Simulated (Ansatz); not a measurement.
## Electron scattering at the Σ9 (221) boundary in fcc Pt, starting shift (0.25, 0.5)

Wanted: what the Σ9 (221) boundary in fcc Pt, starting shift (0.25, 0.5) costs an interconnect.

Method: Ansatz plane-wave DFT, PBE, PAW files; relaxation of a bicrystal slab with its lowest layers held; PAW set soft_1, in the first sound run; inputs show where later runs differ, in Ansatz 0.2.0.

**1. The starting structure**

The cell holds 29 atoms: 29 Pt. Its edges and angles: a = 2.773 Å, b = 8.319 Å, c = 30.655 Å, α = 90.0°, β = 90.0°, γ = 90.0°. It derives from Pt. built on the (2 2 1) plane; 2 overlapping atoms removed and the grains opened by 0.7 Å. Vacuum lies along c.

**2. Relaxing the bicrystal**

The boundary is built by mirroring the lower grain in the boundary plane and removing any atoms that overlap. A thin bicrystal slab is relaxed first, with the lowest layers held and the upper grain free to shift and open.

input.yaml reads:

```yaml
crystal:
  lattice:
    - [2.7731313745, 0.0, 0.0]
    - [0.0, 8.3193941234, 0.0]
    - [0.0, 0.0, 30.6553666657]
  atoms:
    - { symbol: Pt, position: [0.5000000002, 0.388888889, 0.1631035784] }
    - { symbol: Pt, position: [2.0e-10, 0.6666666667, 0.1844255655] }
    - { symbol: Pt, position: [0.5000000002, 0.9444444445, 0.2057475526] }
    - { symbol: Pt, position: [2.0e-10, 0.2222222223, 0.2270695398] }
    - { symbol: Pt, position: [0.5000000002, 0.5000000001, 0.2483915269] }
    - { symbol: Pt, position: [1.0e-10, 0.7777777778, 0.269713514] }
    - { symbol: Pt, position: [0.5000000001, 0.0555555556, 0.2910355011] }
    - { symbol: Pt, position: [1.0e-10, 0.3333333334, 0.3123574883] }
    - { symbol: Pt, position: [0.5000000001, 0.6111111111, 0.3336794754] }
    - { symbol: Pt, position: [1.0e-10, 0.8888888889, 0.3550014625] }
    - { symbol: Pt, position: [0.5000000001, 0.1666666667, 0.3763234496] }
    - { symbol: Pt, position: [0.0, 0.4444444445, 0.3976454367] }
    - { symbol: Pt, position: [0.5, 0.7222222222, 0.4189674239] }
    - { symbol: Pt, position: [0.0, 0.0, 0.440289411] }
    - { symbol: Pt, position: [0.75, 0.2222222222, 0.4844458991] }
    - { symbol: Pt, position: [0.7500000001, 0.6666666667, 0.5270898733] }
    - { symbol: Pt, position: [0.2500000001, 0.3888888889, 0.5484118605] }
    - { symbol: Pt, position: [0.7500000001, 0.1111111111, 0.5697338476] }
    - { symbol: Pt, position: [0.2500000001, 0.8333333334, 0.5910558347] }
    - { symbol: Pt, position: [0.7500000001, 0.5555555556, 0.6123778218] }
    - { symbol: Pt, position: [0.2500000001, 0.2777777778, 0.6336998089] }
    - { symbol: Pt, position: [0.7500000002, 1.0e-10, 0.6550217961] }
    - { symbol: Pt, position: [0.2500000002, 0.7222222223, 0.6763437832] }
    - { symbol: Pt, position: [0.7500000002, 0.4444444445, 0.6976657703] }
    - { symbol: Pt, position: [0.2500000002, 0.1666666667, 0.7189877574] }
    - { symbol: Pt, position: [0.7500000002, 0.888888889, 0.7403097446] }
    - { symbol: Pt, position: [0.2500000003, 0.6111111112, 0.7616317317] }
    - { symbol: Pt, position: [0.7500000003, 0.3333333334, 0.7829537188] }
    - { symbol: Pt, position: [0.2500000003, 0.0555555557, 0.8042757059] }
kpoints:
  mp_grid: { grid: [8, 3, 1] }
hamiltonian:
  xc: pbe
  pseudopotentials: { kind: paw, azcp: { folder: soft_1 } }
scf:
  occupations: { method: fermi_dirac, width: 0.1 }
relax:
  f_tol: 0.03
  max_steps: 80
  constraints: [{ sites: [0, 1, 2, 3, 4] }]
```

Launch:

```bash
$ ansatz run input.yaml --threads 4 --pin off --max-ram 15360MiB --backend cpu --events-out ev --progress --plain --runs-dir out
```

Numbers of over 12 decimals in the logs are rounded to 6 here.

The log of the run:

```text
Engine: ansatz 0.2.0, aarch64-unknown-linux-gnu
Pseudopotentials: kind: paw
Pseudopotential: Pt, paw, valence charge 18, recommended cutoff 420 eV (normal), soft_1/Pt.paw.azcp
Functional definition: PBE
  parameter kappa = 0.804
  parameter beta = 0.066725
  exchange = pbe_x(kappa = kappa, mu = beta*pi^2/3)
  correlation = pbe_c(beta = beta)
Crystal: 29 atoms, lattice volume = 707.243 Å³
Basis set: ecut = 420 eV, 13881 PW (Γ), exchange–correlation on 40×120×432 points (8 copies of the dense FFT grid, shifted against one another)
Bands: 314, of which v1, the nominal top of the filled ones, is band 261 counted from 1 (260 counted from 0)
Symmetry: 1 space group operations
Space group: P1 (ITA 1), of the structure as read, at distance tolerance 8.9e-5 Å
k-points: 13 of 24 (time reversal used)
Non-local potential: Pt, projectors of the file, l = 0: 3, l = 1: 2, l = 2: 2, l = 3: 1
PAW form: soft (Blöchl's): semilocal exchange-correlation on the pseudo side does not see the compensation charge
PAW one-centre angular grid: Pt, 590 points (default); XC on 64 Gauss nodes
Initial density: superposition of atomic densities (neutral atoms: chi_scale 0, normalization atom)
Initial wavefunctions: pseudopotential atomic-orbital guess
Functional: x = pbe(κ = 0.804, μ = 0.219515), c = pbe(β = 0.066725)
SCF iter   1: F=—  HF=-363218.674364 eV  |F-HF|=—  |Δ(HF+E_count)|=         —  Δρ=7.08e-2  dr2=4.75e1  ethr=3.10e-3  ⟨swp⟩=6.1  Hψ=14699  notcnv=0  defer=122
preconditioner: auto → LDOS  [metal: Δε(μ)=0.006 eV  Ē_g=7.504 eV  σ=0.100 eV  W_gap=0.02  n_scr=204 (ndim 8)  ℏωp=23.8 eV  f_vac=0.312  D(μ)=48.07/eV (n_scr^D=540)  β→1.0]
SCF iter   2: F=—  HF=-363216.396868 eV  |F-HF|=—  |Δ(HF+E_count)|=    2.28e0  Δρ=5.79e-2  dr2=2.61e1  ethr=3.10e-3  ⟨swp⟩=3.0  Hψ=9797  notcnv=0  defer=336
SCF iter   3: F=—  HF=-363208.936906 eV  |F-HF|=—  |Δ(HF+E_count)|=    7.46e0  Δρ=1.09e-2  dr2=2.13e0  ethr=3.10e-3  ⟨swp⟩=2.0  Hψ=7730  notcnv=0  defer=364
SCF iter   4: F=—  HF=-363208.730456 eV  |F-HF|=—  |Δ(HF+E_count)|=   2.06e-1  Δρ=3.45e-3  dr2=4.51e-1  ethr=4.07e-4  ⟨swp⟩=2.5  Hψ=6675  notcnv=0  defer=358
SCF iter   5: F=—  HF=-363208.679263 eV  |F-HF|=—  |Δ(HF+E_count)|=   5.12e-2  Δρ=1.56e-3  dr2=4.19e-2  ethr=8.64e-5  ⟨swp⟩=2.0  Hψ=5620  notcnv=0  defer=358
SCF iter   6: F=—  HF=-363208.675321 eV  |F-HF|=—  |Δ(HF+E_count)|=   3.94e-3  Δρ=5.98e-4  dr2=5.50e-3  ethr=8.03e-6  ⟨swp⟩=2.3  Hψ=5659  notcnv=0  defer=358
SCF iter   7: F=—  HF=-363208.674731 eV  |F-HF|=—  |Δ(HF+E_count)|=   5.90e-4  Δρ=2.73e-4  dr2=1.30e-3  ethr=1.05e-6  ⟨swp⟩=2.0  Hψ=5595  notcnv=0  defer=358
SCF iter   8: F=—  HF=-363208.674739 eV  |F-HF|=—  |Δ(HF+E_count)|=   8.93e-6  Δρ=1.21e-4  dr2=2.14e-4  ethr=2.50e-7  ⟨swp⟩=2.0  Hψ=5533  notcnv=0  defer=358
SCF iter   9: F=—  HF=-363208.674715 eV  |F-HF|=—  |Δ(HF+E_count)|=   2.47e-5  Δρ=5.51e-5  dr2=4.24e-5  ethr=4.10e-8  ⟨swp⟩=2.0  Hψ=5674  notcnv=0  defer=358
SCF iter  10: F=-363208.674706 eV  HF=-363208.674711 eV  |F-HF|=5.72e-6  |Δ(HF+E_count)|=   3.57e-6  Δρ=2.26e-5  dr2=7.89e-6  ethr=4.31e-9  ⟨swp⟩=4.0  Hψ=12654  notcnv=0
SCF 1 converged in 10 iterations: F = -363208.674706 eV  dr2 = 7.89e-6
  greatest PAW one-centre occupation: 1.000 electrons in one spin orbital (limit 2), on the Pt atom at site 21 (counted from 0), in its partial waves of l = 0
relax step   1: F+E_penalty+E_count = -363208.67470552 eV  Δ(F+E_penalty+E_count) = +0.000e0 eV  max|allowed force component| = 1.952e0 eV/Å  Δτ_max = 0.0000 Å  (10 SCF iters, dr2 threshold 2.25e-5 eV, accepted)
Initial density: handed on by an earlier stage of this run
Initial wavefunctions: those handed on with the density
iter 1 solved again at ethr=2.78e-4 eV; its pass at ethr=3.10e-3 eV (dr2=1.45e0 eV) is discarded
SCF iter   1: F=—  HF=-363209.930356 eV  |F-HF|=—  |Δ(HF+E_count)|=         —  Δρ=1.28e-2  dr2=1.29e0  ethr=2.78e-4  ⟨swp⟩=1.7  Hψ=13267  notcnv=0  defer=349
preconditioner: auto → LDOS  [metal: Δε(μ)=0.002 eV  Ē_g=7.563 eV  σ=0.100 eV  W_gap=0.00  n_scr=204 (ndim 8)  ℏωp=23.8 eV  f_vac=0.305  D(μ)=49.93/eV (n_scr^D=564)  β→1.0]
SCF iter   2: F=—  HF=-363209.887823 eV  |F-HF|=—  |Δ(HF+E_count)|=   4.25e-2  Δρ=5.16e-3  dr2=3.35e-1  ethr=2.48e-4  ⟨swp⟩=2.0  Hψ=6381  notcnv=0  defer=349
SCF iter   3: F=—  HF=-363209.816610 eV  |F-HF|=—  |Δ(HF+E_count)|=   7.12e-2  Δρ=2.13e-3  dr2=1.20e-1  ethr=6.41e-5  ⟨swp⟩=3.3  Hψ=8320  notcnv=0  defer=349
SCF iter   4: F=—  HF=-363209.801495 eV  |F-HF|=—  |Δ(HF+E_count)|=   1.51e-2  Δρ=1.04e-3  dr2=2.13e-2  ethr=2.30e-5  ⟨swp⟩=2.0  Hψ=5362  notcnv=0  defer=349
SCF iter   5: F=—  HF=-363209.799438 eV  |F-HF|=—  |Δ(HF+E_count)|=   2.06e-3  Δρ=3.44e-4  dr2=2.71e-3  ethr=4.08e-6  ⟨swp⟩=2.0  Hψ=6018  notcnv=0  defer=349
SCF iter   6: F=—  HF=-363209.799243 eV  |F-HF|=—  |Δ(HF+E_count)|=   1.95e-4  Δρ=1.46e-4  dr2=3.79e-4  ethr=5.18e-7  ⟨swp⟩=2.2  Hψ=5497  notcnv=0  defer=349
SCF iter   7: F=-363209.799131 eV  HF=-363209.799216 eV  |F-HF|=8.42e-5  |Δ(HF+E_count)|=   2.72e-5  Δρ=6.28e-5  dr2=9.17e-5  ethr=1.92e-8  ⟨swp⟩=3.0  Hψ=14955  notcnv=0
SCF 2 converged in 7 iterations: F = -363209.799131 eV  dr2 = 9.17e-5
  greatest PAW one-centre occupation: 1.000 electrons in one spin orbital (limit 2), on the Pt atom at site 16 (counted from 0), in its partial waves of l = 0
relax step   2: F+E_penalty+E_count = -363209.79913134 eV  Δ(F+E_penalty+E_count) = -1.124e0 eV  max|allowed force component| = 9.860e-1 eV/Å  Δτ_max = 0.1949 Å  (7 SCF iters, dr2 threshold 1.00e-4 eV, accepted)
SCF iter   1: F=—  HF=-363210.526921 eV  |F-HF|=—  |Δ(HF+E_count)|=         —  Δρ=1.21e-2  dr2=1.17e0  ethr=2.14e-3  ⟨swp⟩=4.2  Hψ=8684  notcnv=0  defer=336
preconditioner: auto → LDOS  [metal: Δε(μ)=0.008 eV  Ē_g=7.528 eV  σ=0.100 eV  W_gap=0.02  n_scr=204 (ndim 8)  ℏωp=23.8 eV  f_vac=0.304  D(μ)=48.49/eV (n_scr^D=548)  β→1.0]
SCF iter   2: F=—  HF=-363210.508647 eV  |F-HF|=—  |Δ(HF+E_count)|=   1.83e-2  Δρ=4.84e-3  dr2=4.51e-1  ethr=2.24e-4  ⟨swp⟩=2.0  Hψ=7310  notcnv=0  defer=346
SCF iter   3: F=—  HF=-363210.431208 eV  |F-HF|=—  |Δ(HF+E_count)|=   7.74e-2  Δρ=1.79e-3  dr2=6.65e-2  ethr=8.64e-5  ⟨swp⟩=2.1  Hψ=6379  notcnv=0  defer=346
SCF iter   4: F=—  HF=-363210.419698 eV  |F-HF|=—  |Δ(HF+E_count)|=   1.15e-2  Δρ=4.89e-4  dr2=4.53e-3  ethr=1.27e-5  ⟨swp⟩=3.0  Hψ=7129  notcnv=0  defer=346
SCF iter   5: F=—  HF=-363210.419335 eV  |F-HF|=—  |Δ(HF+E_count)|=   3.63e-4  Δρ=2.16e-4  dr2=9.18e-4  ethr=8.68e-7  ⟨swp⟩=2.0  Hψ=6050  notcnv=0  defer=346
SCF iter   6: F=—  HF=-363210.419308 eV  |F-HF|=—  |Δ(HF+E_count)|=   2.65e-5  Δρ=1.01e-4  dr2=3.11e-4  ethr=1.76e-7  ⟨swp⟩=2.1  Hψ=5706  notcnv=0  defer=346
[...]
relax step   7: F+E_penalty+E_count = -363211.27978853 eV  Δ(F+E_penalty+E_count) = -1.012e-1 eV  max|allowed force component| = 6.297e-2 eV/Å  Δτ_max = 0.2000 Å  (9 SCF iters, dr2 threshold 3.20e-6 eV, accepted)
relax step   8: F+E_penalty+E_count = -363211.34511997 eV  Δ(F+E_penalty+E_count) = -6.533e-2 eV  max|allowed force component| = 6.883e-2 eV/Å  Δτ_max = 0.1950 Å  (11 SCF iters, accepted)
relax step   9: F+E_penalty+E_count = -363211.39152928 eV  Δ(F+E_penalty+E_count) = -4.641e-2 eV  max|allowed force component| = 1.185e-1 eV/Å  Δτ_max = 0.1954 Å  (11 SCF iters, accepted)
relax step  10: F+E_penalty+E_count = -363211.42906053 eV  Δ(F+E_penalty+E_count) = -3.753e-2 eV  max|allowed force component| = 1.150e-1 eV/Å  Δτ_max = 0.1949 Å  (8 SCF iters, dr2 threshold 1.40e-5 eV, accepted)
relax step  11: F+E_penalty+E_count = -363211.45315551 eV  Δ(F+E_penalty+E_count) = -2.409e-2 eV  max|allowed force component| = 5.330e-2 eV/Å  Δτ_max = 0.1936 Å  (8 SCF iters, dr2 threshold 1.25e-5 eV, accepted)
relax step  12: F+E_penalty+E_count = -363211.46021649 eV  Δ(F+E_penalty+E_count) = -7.061e-3 eV  max|allowed force component| = 5.847e-2 eV/Å  Δτ_max = 0.1943 Å  (11 SCF iters, accepted)
relax step  13: F+E_penalty+E_count = -363211.46178893 eV  Δ(F+E_penalty+E_count) = -1.572e-3 eV  max|allowed force component| = 3.979e-2 eV/Å  Δτ_max = 0.0276 Å  (9 SCF iters, accepted)
SCF iter   1: F=—  HF=-363211.464358 eV  |F-HF|=—  |Δ(HF+E_count)|=         —  Δρ=1.41e-3  dr2=1.14e-2  ethr=3.57e-5  ⟨swp⟩=2.8  Hψ=7115  notcnv=0  defer=354
preconditioner: auto → LDOS  [metal: Δε(μ)=0.009 eV  Ē_g=7.658 eV  σ=0.100 eV  W_gap=0.02  n_scr=204 (ndim 8)  ℏωp=23.8 eV  f_vac=0.320  D(μ)=49.77/eV (n_scr^D=564)  β→1.0]
SCF iter   2: F=—  HF=-363211.463040 eV  |F-HF|=—  |Δ(HF+E_count)|=   1.32e-3  Δρ=4.18e-4  dr2=1.47e-3  ethr=2.19e-6  ⟨swp⟩=2.6  Hψ=8498  notcnv=0  defer=354
SCF iter   3: F=—  HF=-363211.462515 eV  |F-HF|=—  |Δ(HF+E_count)|=   5.25e-4  Δρ=1.18e-4  dr2=2.14e-4  ethr=2.82e-7  ⟨swp⟩=2.4  Hψ=7442  notcnv=0  defer=354
SCF iter   4: F=—  HF=-363211.462440 eV  |F-HF|=—  |Δ(HF+E_count)|=   7.51e-5  Δρ=3.70e-5  dr2=1.92e-5  ethr=4.09e-8  ⟨swp⟩=2.0  Hψ=5900  notcnv=0  defer=354
SCF iter   5: F=—  HF=-363211.462478 eV  |F-HF|=—  |Δ(HF+E_count)|=   3.83e-5  Δρ=1.46e-5  dr2=5.43e-6  ethr=3.68e-9  ⟨swp⟩=2.7  Hψ=6978  notcnv=0  defer=354
SCF iter   6: F=—  HF=-363211.462478 eV  |F-HF|=—  |Δ(HF+E_count)|=   1.90e-7  Δρ=6.98e-6  dr2=1.25e-6  ethr=1.04e-9  ⟨swp⟩=2.3  Hψ=5857  notcnv=0  defer=354
SCF iter   7: F=—  HF=-363211.462478 eV  |F-HF|=—  |Δ(HF+E_count)|=   3.89e-8  Δρ=3.58e-6  dr2=2.20e-7  ethr=2.40e-10  ⟨swp⟩=2.2  Hψ=5353  notcnv=0  defer=354
SCF iter   8: F=-363211.462478 eV  HF=-363211.462478 eV  |F-HF|=2.24e-8  |Δ(HF+E_count)|=   6.81e-9  Δρ=1.07e-6  dr2=2.50e-8  ethr=1.92e-11  ⟨swp⟩=4.0  Hψ=11327  notcnv=0
SCF 14 converged in 8 iterations: F = -363211.462478 eV  dr2 = 2.50e-8
relax step  14: F+E_penalty+E_count = -363211.46247784 eV  Δ(F+E_penalty+E_count) = -6.889e-4 eV  max|allowed force component| = 1.075e-2 eV/Å  Δτ_max = 0.0170 Å  (8 SCF iters, accepted)
SCF converged after 8 iterations
Free energy (F): -363211.462478 eV
Harris-Foulkes:  -363211.462478 eV  (|F-HF|=2.24e-8)
Internal energy: -363209.863424 eV  (E = F + TS)
E sigma→0 (E₀):  -363210.662951 eV
Entropy (-TS):   -1.599054 eV (-55.140 meV/atom)
Fermi energy:    12.291597 eV
--- Per-component energies (eV) ---
  E_band       = -9362.429895
  E_kinetic    = 17280.774180
  E_local      = -688572.020326  (includes V_loc(G=0)·N_el)
  E_nonlocal   = 5909.940545
  E_hartree    = 336535.761889
  E_xc         = -6720.747919
  E_vxc        = -7846.746700  (∫ρ·V_xc dr)
  E_paw        = -275029.683907  (= ΣΔE_a)
  E_vpaw       = -9205.898203  (= ΣTr[D̂ρ^β])
  E_aug_tail   = 0.032753  (compensation charges beyond the density's cutoff)
  E_ewald      = 247386.079362
  E_smearing   = -1.599054  (= −TS)
  E_closure    = -0.000000  (closes the sum)
  Σ components = -363211.462478   (vs F -363211.462478, Δ=0.00e0)
--- Forces (eV/Å), atoms counted from 1 ---
  atom   1  Pt    -0.00058892     0.31280691     0.36796173
  atom   2  Pt    -0.00132128     0.32861178    -0.16514674
  atom   3  Pt     0.00168724    -0.27501231    -0.20792186
  atom   4  Pt     0.00571418    -0.49177875    -0.63990886
  atom   5  Pt     0.00921748     0.14110137     0.64699042
  atom   6  Pt    -0.00195171    -0.00243714     0.00122093
  atom   7  Pt    -0.00077967    -0.00278333     0.00015835
  atom   8  Pt    -0.00242265     0.00216453    -0.00480513
  atom   9  Pt    -0.00054187     0.00212595     0.00276297
  atom  10  Pt    -0.00336001     0.00289097     0.00140549
  atom  11  Pt    -0.00540994    -0.00196085    -0.00327652
  atom  12  Pt    -0.00268188    -0.00359997    -0.00262342
  atom  13  Pt    -0.00251092     0.00181427     0.00195698
  atom  14  Pt    -0.00013805     0.00154684     0.00342304
  atom  15  Pt     0.01075407     0.00051345    -0.00102161
  atom  16  Pt     0.00974253     0.00045757    -0.00325508
  atom  17  Pt     0.00243508    -0.00296707    -0.00169447
  atom  18  Pt     0.00081865    -0.00104467     0.00187828
  atom  19  Pt    -0.00190609    -0.00194692     0.00162873
  atom  20  Pt    -0.00606616    -0.00137324     0.00137835
  atom  21  Pt    -0.00204180     0.00092332    -0.00064116
  atom  22  Pt    -0.00229220    -0.00381898    -0.00539302
  atom  23  Pt    -0.00179779    -0.00114845     0.00470793
  atom  24  Pt    -0.00096213    -0.00380852    -0.00108619
  atom  25  Pt    -0.00332091     0.00153850     0.00086342
  atom  26  Pt    -0.00101129    -0.00101804     0.00044479
  atom  27  Pt     0.00024135     0.00044302     0.00180451
  atom  28  Pt    -0.00011885     0.00067241    -0.00160675
  atom  29  Pt     0.00056787    -0.00298282    -0.00019167
  max |Σ_I F_I| component: 7.02e-5 eV/Å
--- Relaxed structure (14 steps of the walk, 14 accepted, 0 SCFs on fresh bases) ---
  F+E_penalty+E_count = -363211.46247784 eV   max|allowed force component| = 1.075e-2 eV/Å
  atoms:
    - { symbol: Pt, position: [0.5000000002, 0.388888889, 0.1631035784] }
    - { symbol: Pt, position: [2.0e-10, 0.6666666667, 0.1844255655] }
    - { symbol: Pt, position: [0.5000000002, 0.9444444445, 0.2057475526] }
    - { symbol: Pt, position: [2.0e-10, 0.2222222223, 0.227070] }
    - { symbol: Pt, position: [0.5000000002, 0.5000000001, 0.248392] }
    - { symbol: Pt, position: [0.00115115, 0.784088, 0.272363] }
    - { symbol: Pt, position: [0.501440, 0.067714, 0.293493] }
    - { symbol: Pt, position: [0.00176932, 0.345107, 0.315890] }
    - { symbol: Pt, position: [0.501978, 0.623667, 0.337119] }
    - { symbol: Pt, position: [0.00244807, 0.909455, 0.358419] }
    - { symbol: Pt, position: [0.502809, 0.187325, 0.382970] }
    - { symbol: Pt, position: [0.00246176, 0.470191, 0.404671] }
    - { symbol: Pt, position: [0.502729, 0.741714, 0.423218] }
    - { symbol: Pt, position: [0.00258674, 0.018057, 0.449412] }
    - { symbol: Pt, position: [0.501436, 0.305502, 0.468093] }
    - { symbol: Pt, position: [0.503406, 0.804720, 0.506081] }
    - { symbol: Pt, position: [0.00413885, 0.518705, 0.525197] }
    - { symbol: Pt, position: [0.505189, 0.242277, 0.550516] }
    - { symbol: Pt, position: [0.00539449, 0.970369, 0.569123] }
    - { symbol: Pt, position: [0.506375, 0.689154, 0.591561] }
    - { symbol: Pt, position: [0.00665958, 0.409477, 0.615714] }
    - { symbol: Pt, position: [0.506995, 0.122825, 0.635956] }
    - { symbol: Pt, position: [0.00726047, 0.849947, 0.659332] }
    - { symbol: Pt, position: [0.507328, 0.573971, 0.679952] }
    - { symbol: Pt, position: [0.00749661, 0.288335, 0.699679] }
    - { symbol: Pt, position: [0.507402, 1.001070, 0.728239] }
    - { symbol: Pt, position: [0.00739867, 0.730364, 0.748544] }
    - { symbol: Pt, position: [0.507364, 0.465079, 0.767873] }
    - { symbol: Pt, position: [0.00728994, 0.193979, 0.783846] }
```

Run time: 28 min. Hardware: 4 threads of Arm Neoverse V1, shared host; peak memory 4.9 GiB.

Step by step:

| step | energy less that of the first step (eV) | largest force component (eV/Å) |
| --- | --- | --- |
| 1 | 0.0000 | 1.9521 |
| 2 | -1.1244 | 0.9860 |
| 3 | -1.7446 | 0.7370 |
| 4 | -2.0891 | 0.6116 |
| 5 | -2.3319 | 0.1936 |
| 6 | -2.5039 | 0.1788 |
| 7 | -2.6051 | 0.0630 |
| 8 | -2.6704 | 0.0688 |
| 9 | -2.7168 | 0.1185 |
| 10 | -2.7544 | 0.1150 |
| 11 | -2.7784 | 0.0533 |
| 12 | -2.7855 | 0.0585 |
| 13 | -2.7871 | 0.0398 |
| 14 | -2.7878 | 0.0108 |

The atoms that moved most (Å):

| atom | dx | dy | dz | length |
| --- | --- | --- | --- | --- |
| Pt19 | -0.678 | 1.140 | -0.672 | 1.487 |
| Pt16 | -0.684 | 1.149 | -0.644 | 1.484 |
| Pt29 | -0.673 | 1.152 | -0.626 | 1.474 |
| Pt17 | -0.682 | 1.080 | -0.712 | 1.462 |
| Pt20 | -0.676 | 1.111 | -0.638 | 1.449 |
| Pt18 | -0.679 | 1.091 | -0.589 | 1.414 |
| Pt21 | -0.675 | 1.096 | -0.551 | 1.400 |
| Pt24 | -0.673 | 1.078 | -0.543 | 1.382 |

Final coordinates:

```cif
data_structure
_symmetry_space_group_name_H-M 'P 1'
_symmetry_Int_Tables_number 1
_cell_length_a 2.7731
_cell_length_b 8.3194
_cell_length_c 30.6554
_cell_angle_alpha 90.000
_cell_angle_beta 90.000
_cell_angle_gamma 90.000
_cell_volume 707.24
loop_
_atom_site_label
_atom_site_type_symbol
_atom_site_fract_x
_atom_site_fract_y
_atom_site_fract_z
_atom_site_occupancy
Pt1 Pt 0.50000 0.38889 0.16310 1
Pt2 Pt 0.00000 0.66667 0.18443 1
Pt3 Pt 0.50000 0.94444 0.20575 1
Pt4 Pt 0.00000 0.22222 0.22707 1
Pt5 Pt 0.50000 0.50000 0.24839 1
Pt6 Pt 0.00115 0.78409 0.27236 1
Pt7 Pt 0.50144 0.06771 0.29349 1
Pt8 Pt 0.00177 0.34511 0.31589 1
Pt9 Pt 0.50198 0.62367 0.33712 1
Pt10 Pt 0.00245 0.90946 0.35842 1
Pt11 Pt 0.50281 0.18732 0.38297 1
Pt12 Pt 0.00246 0.47019 0.40467 1
Pt13 Pt 0.50273 0.74171 0.42322 1
Pt14 Pt 0.00259 0.01806 0.44941 1
Pt15 Pt 0.50144 0.30550 0.46809 1
Pt16 Pt 0.50341 0.80472 0.50608 1
Pt17 Pt 0.00414 0.51870 0.52520 1
Pt18 Pt 0.50519 0.24228 0.55052 1
Pt19 Pt 0.00539 0.97037 0.56912 1
Pt20 Pt 0.50637 0.68915 0.59156 1
Pt21 Pt 0.00666 0.40948 0.61571 1
Pt22 Pt 0.50700 0.12282 0.63596 1
Pt23 Pt 0.00726 0.84995 0.65933 1
Pt24 Pt 0.50733 0.57397 0.67995 1
Pt25 Pt 0.00750 0.28834 0.69968 1
Pt26 Pt 0.50740 0.00107 0.72824 1
Pt27 Pt 0.00740 0.73036 0.74854 1
Pt28 Pt 0.50736 0.46508 0.76787 1
Pt29 Pt 0.00729 0.19398 0.78385 1
```

This step gave:

```
free energy             : -363211.4625 eV
energy at zero smearing : -363210.6630 eV
Fermi energy            : 12.29 eV
```

The largest force component on a free atom ends at 0.011 eV/Å, under the tolerance of 0.03, after 14 steps.

(Part 1 of 3 ends here.)

[Logs are printed without paths, hosts, clocks, repeated set-up lines and the standing remarks that a program may print on its own settings, such as how far it seeks lower states.]

[Hosts, paths, dates, database ids (printed as entryN), source tags and the programs' standing remarks are cut or masked in the printed files.]
